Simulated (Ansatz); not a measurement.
Two G0W0 runs on SrTiO3 (I4/mcm).

```
Sr Ti O
1.0
    -2.75550    2.75550    3.89800
     2.75550   -2.75550    3.89800
     2.75550    2.75550   -3.89800
Sr Ti O
2 2 6
Cartesian
  0.0000 2.7555 1.9490
  2.7555 0.0000 1.9490
  0.0000 0.0000 0.0000
  0.0000 0.0000 3.8980
  0.0000 0.0000 1.9490
  0.0000 0.0000 5.8470
  1.3507 4.1062 0.0000
  1.4048 1.3507 0.0000
  1.4048 -1.3507 3.8980
  1.3507 1.4048 3.8980
```

The cell and positions come from the Crystallography Open Database and are kept as given unless a step says otherwise.

The first (Ansatz 0.2.0; start PBE, 4×4×4 mesh, 493 empty bands, screening to 150 eV, PAW set soft_1 files; 1 × NVIDIA H100 80GB HBM3 (shared by 6 runs) with 2 threads of AMD EPYC 7R13 (Zen 3), shared host) gave, on its mesh: starting gap 1.91 eV, G0W0 gap 3.46 eV, RPA ε∞ (mean) 6.14, 28 s.

The second gave: starting gap 2.75 eV, G0W0 gap 3.65 eV, RPA ε∞ (mean) 4.96, 98 s.

What was changed in the input? Choose among start, files, mesh, bands and cutoff, frequency model or another key.

Changed: start from PBE to PBE with 15 % screened exact exchange. A jump of this size in the start, with ε∞ moving the other way, marks another functional. Other changes could give like numbers; this is the one that was made.

Limits: not at the basis limit; no spin-orbit coupling.

[Paths, hosts, dates, memory and timing lines, banners, echoed tables and standing remarks are left out of the program output.]

[Logs are printed without paths, hosts, clocks, repeated set-up lines and the standing remarks that a program may print on its own settings, such as how far it seeks lower states.]

[Runs of the session that timed out or met a known fault of the program may be left out.]

[Cells called generated may have been cut or substituted from an entry of the Crystallography Open Database or the Materials Project.]

[Hosts, paths, dates, database ids (printed as entryN), source tags and the programs' standing remarks are cut or masked in the printed files.]
